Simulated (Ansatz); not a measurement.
Records of electronic-structure calculations.

**Ga2O3 (C2/m): spin-orbit coupling beyond the local functionals**

It takes space group C2/m (No. 12, monoclinic). Conventional cell: a = 12.214 Å, b = 3.037 Å, c = 5.798 Å, α = 90.00°, β = 103.83°, γ = 90.00°. Nearest to Ga lie 4 O at 1.83 to 1.86 Å. Ga has 6 O at 1.94 to 2.07 Å nearest. O has 3 Ga at 1.83 to 1.94 Å nearest. Nearest to O lie 4 Ga at 1.86 to 2.07 Å. Nearest to O lie 3 Ga at 1.83 to 1.94 Å. Farther neighbours and most contacts between anions are not listed.

```
method              : DFT, HSE06 with spin-orbit coupling, plane waves, PAW (and 1 further level or step)
program             : Ansatz 0.2.0
settings of one run : cutoff 420 eV, 4×4×2 k-mesh, default PAW
cost                : 2 runs, 2.4 min in all on 1 × NVIDIA H100 80GB HBM3 (shared by 6 runs) with 3 threads of AMD EPYC 7R13 (Zen 3), shared host (the runs of this entry)
notes               : The cell and positions come from the Crystallography Open Database and are kept as given unless a step says otherwise. The lattice is static and excitons are left out.
HSE06               : 4.25 eV
HSE06+SOC           : 4.24 eV
```

Spin-orbit coupling changes the gap by −0.0004 eV and the least direct gap by −0.001 eV. Against experiment, by HSE06+SOC: the gap of 4.24 eV lies −0.64 eV from the measured 4.88 eV (kind not stated, 2023); the gap of 4.24 eV lies −0.26 eV from the measured 4.5 eV (optical, on Al2O3, 2024); the direct gap of 4.27 eV lies −0.33 eV from the measured 4.6 eV (direct, 300 K, 2024); the direct gap of 4.27 eV lies −0.69 eV from the measured 4.96 eV (direct, on sapphire, 2020); the direct gap of 4.27 eV lies −0.64 eV from the measured 4.91 eV (direct, on 4H-SiC, 2020). An exciton line or allowed optical edge lies below the quasiparticle gap by the binding energy; a forbidden edge can push the onset above it.

[Paths, hosts, dates, memory and timing lines, banners, echoed tables and standing remarks are left out of the program output.]

[Logs are printed without paths, hosts, clocks, repeated set-up lines and the standing remarks that a program may print on its own settings, such as how far it seeks lower states.]

[Runs of the session that timed out or met a known fault of the program may be left out.]

[Cells called generated may have been cut or substituted from an entry of the Crystallography Open Database or the Materials Project.]

[Hosts, paths, dates, database ids (printed as entryN), source tags and the programs' standing remarks are cut or masked in the printed files.]
